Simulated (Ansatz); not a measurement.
# Debugging a many-body input for Cs2InAgBr6 (Fm-3m)

What is wrong with this input for Cs2InAgBr6 (Fm-3m)?

Calculated with Ansatz 0.2.0; G0W0 on r2SCAN, plane waves, PAW.

In doubt: GW on d or f shells is unreliable with these PAW files, so the values of those runs are not to be relied on.

### 1. The system as given

It takes space group Fm-3m (No. 225, cubic). Conventional cell: a = 11.000 Å, b = 11.000 Å, c = 11.000 Å, α = 90.00°, β = 90.00°, γ = 90.00°. Nearest to Cs lie 12 Br at 3.89 Å. Nearest to In lie 6 Br at 2.69 Å. Nearest to Ag lie 6 Br at 2.81 Å. Br has 1 In at 2.69 Å and 1 Ag at 2.81 Å and 4 Cs at 3.89 Å nearest. Farther neighbours, and contacts between anions beyond the nearest, are not listed.

 The runs that relaxed it are not among those shown. The default PAW set here is soft_2. Its files were made with PBE.

### 2. First try

Input file input.yaml:

```yaml
crystal:
  lattice:
    - [0.0, 5.5, 5.5]
    - [5.5, 0.0, 5.5]
    - [5.5, 5.5, 0.0]
  atoms:
    - { symbol: Cs, position: [0.75, 0.75, 0.75] }
    - { symbol: Cs, position: [0.25, 0.25, 0.25] }
    - { symbol: In, position: [0.0, 0.0, 0.0] }
    - { symbol: Ag, position: [0.5, 0.5, 0.5] }
    - { symbol: Br, position: [0.755241594, 0.244758406, 0.244758406] }
    - { symbol: Br, position: [0.244758406, 0.244758406, 0.755241594] }
    - { symbol: Br, position: [0.244758406, 0.755241594, 0.755241594] }
    - { symbol: Br, position: [0.244758406, 0.755241594, 0.244758406] }
    - { symbol: Br, position: [0.755241594, 0.244758406, 0.755241594] }
    - { symbol: Br, position: [0.755241594, 0.755241594, 0.244758406] }
kpoints:
  mp_grid: { grid: [2, 2, 2] }
hamiltonian:
  xc: r2scan
scf:
  occupations: { method: fixed }
  max_iter: 60
gw:
  n_empty_bands: 351
  ecut_chi: 60
  qp_bands: [v3, c3]
  qp_kpoints: band_edges
  screening: { model: contour_deformation }
total_charge: 1
```

Command:

```
ansatz run input.yaml --threads 3 --pin off --max-ram 92160MiB --backend cpu --events-out ev --progress --plain --runs-dir out
```

The program printed:

```text
Error: inconsistent input (scf.occupations.method, magnetization): a σ = 0 step fill (method: fixed, or a smearing width below the step floor) cannot realise an odd electron count (91) — the per-k integer fill puts the same N_el/2 bands in each spin channel; use a smearing method with a finite width, such as fermi_dirac
```

The job ended after 0.2 s (3 threads of AMD EPYC 7R13 (Zen 3), shared host; peak memory 0.11 GiB; 0.38 s of CPU time).

**Diagnosis.**

The program refused the input before any cycle.

The program's message: “Error: inconsistent input (scf.occupations.method, magnetization): a σ = 0 step fill (method: fixed, or a smearing width below the step floor) cannot realise an odd electron count (91) — the per-k int …”

The fault: a charged cell. Adding or removing electrons leaves a partly filled band.

### 3. A better input

G0W0 replaces the xc potential by the self-energy, built once from these orbitals. Only a window of levels is corrected, while the sums run over the empty bands that the input names.

input.yaml, as its differences from that of step 2:

```diff
@@ -22,6 +22,5 @@
   occupations: { method: fixed }
-  max_iter: 60
 gw:
-  n_empty_bands: 351
-  ecut_chi: 60
+  n_empty_bands: 461
+  ecut_chi: 72
   qp_bands: [v3, c3]
@@ -29,2 +28 @@
   screening: { model: contour_deformation }
-total_charge: 1
```

Command:

```
ansatz run input.yaml --threads 3 --pin off --max-ram 92160MiB --backend cuda --events-out ev --progress --plain --runs-dir out --devices 1 --max-vram 13GiB
```

The program printed:

```text
GPUs: using 1 of 1 available (devices: 1).
[...]
device memory: the entry about to start is reckoned to put 4.1 GiB on a device that reports 49.5 GiB free (of which the cap on the GPU budget leaves the run 13.0 GiB)
GPU FFT provider: cuFFT
GPU libraries: cuBLAS 13.8.2, cuFFT 12.4.0, cuSOLVER 12.3.4
Crystal: 10 atoms, lattice volume = 332.750 Å³
Basis set: ecut = 500 eV, 8393 PW (Γ), exchange–correlation on 240×240×240 points (64 copies of the dense FFT grid, shifted against one another)
Bands: 56, of which v1, the nominal top of the filled ones, is band 46 counted from 1 (45 counted from 0)
Symmetry: 48 space group operations
[...]
k-points: 3 of 8
[...]
GPU buffer pool allocated for 216000 grid points (all kernels)
GPU transforms: local potential and band sums: pruned to the plane-wave sphere, on 60×60×60
[...]
0    44      3.1138   -20.0257     2.7648   -16.6048  0.7604     2.4394     2.4579  root
     0    45      3.7465   -26.4938     3.1922   -22.9735  0.7549     3.4150     3.4184  root
     0    46      3.7465   -26.4938     3.1922   -22.9735  0.7549     3.4150     3.4184  root
     0    47      4.4525   -10.1198    -3.3375   -13.9682  0.7891     4.9704     4.9633  root
     0    48      8.8843    -4.4183    -3.4371    -8.0528  0.8162     9.0828     9.0818  root
     0    49      8.9247    -6.3897    -3.6784   -10.4597  0.7963     9.3210     9.3164  root
     1    44      2.8482   -19.8617     2.7060   -16.5323  0.7586     2.2090     2.2248  root
     1    45      3.2080   -24.6490     3.2453   -20.9230  0.7510     2.7191     2.7274  root
[...]
2    46      3.7398   -26.4786     3.1804   -22.9743  0.7552     3.4126     3.4159  root
     2    47      7.0782   -13.7846    -3.1332   -17.6901  0.7606     7.8334     7.8504  root
     2    48      9.6631   -10.0615    -4.4855   -15.2429  0.7376    10.3597    10.3590  root
     2    49      9.9842    -7.3327    -3.9836   -11.7824  0.7868    10.4547    10.4501  root
[key lines of the parts left out:]
SCF converged after 7 iterations
Free energy (F): -41358.356655 eV
Fermi energy:    3.746470 eV
```

Wall time 16 s (1 × NVIDIA H100 80GB HBM3 (shared by 6 runs) with 3 threads); peak memory 2.2 GiB.

In the SCF lines HF is the Harris–Foulkes energy and dr2 the Hartree energy of the density residual, in eV; the loop may stop once dr2 is under the threshold and the program's other checks hold. Hψ counts applications of the Hamiltonian.

Read from the output:

```yaml
bands_summed: 507
rpa_eps_infinity_on_this_mesh_eigenvalues: 4.748, 4.748, 4.748
plane_waves_in_the_screening_matrix: 459
q_points_in_the_mesh: 8
g0w0_gap_on_the_mesh: 1.545 eV
k_of_the_valence_top: 0, 0, 0
k_of_the_conduction_bottom: 0, 0, 0
starting_gap_on_the_mesh: 0.7060 eV
z_at_the_valence_top: 0.7549
z_at_the_conduction_bottom: 0.7891
least_direct_g0w0_gap_on_the_computed_points: 1.545 eV
```

The gap on the mesh goes from 0.71 eV to 1.54 eV, a correction of +0.84 eV. Between the two edge states, bare exchange in place of the xc potential would open the gap by 7.37 eV, and correlation takes back 6.53 eV.

### 4. Summary of results

| Item | Value |
| --- | --- |
| first try | refused after 0.2 s |
| better run | G0W0 gap on the mesh 1.54 eV (2×2×2 mesh, 461 empty bands, screening to 72 eV) |

The second run differs in: empty bands, screening cutoff (eV), cell charge and iteration cap. Bands and cutoff are finite, so the gap stands short of the basis limit, usually by up to a few tenths of an eV; the mesh is an error of its own. The 2×2×2 mesh is coarse for this cell (its supercell is 16 Å along the shortest edge). The RPA ε∞ on it, from the r2SCAN start, is 4.75; such meshes misread the long-range screening, most where the gap is narrow. A d shell, filled or nearly so, lies near the gap. One-shot GW converges very slowly in bands there, not always from below, and on a semilocal start the gap tends to come out low; starts rich in exact exchange can overshoot instead. The many-body steps are scalar-relativistic: spin-orbit coupling is not in them.

[Long decimals in the printed logs are rounded to 6 places.]

[Logs are printed without paths, hosts, clocks, repeated set-up lines and the standing remarks that a program may print on its own settings, such as how far it seeks lower states.]

[Paths, hosts, dates, memory and timing lines, banners, echoed tables and standing remarks are left out of the program output; an Ansatz launch command may be rebuilt from the run's recorded settings. Measured values are a selection of at most five: reports struck by readers or far from the other reports are left out. None is set beside runs whose start may be inverted or whose files or cutoffs have a known fault.]

[Runs of the session that timed out or met a known fault of the program may be left out.]

[Cells called generated may have been cut or substituted from an entry of the Crystallography Open Database or the Materials Project.]

[Hosts, paths, dates, database ids (printed as entryN), source tags and the programs' standing remarks are cut or masked in the printed files.]

[Where the starting crystal was built by hand or by swapping elements, it need not be the compound's stable phase.]
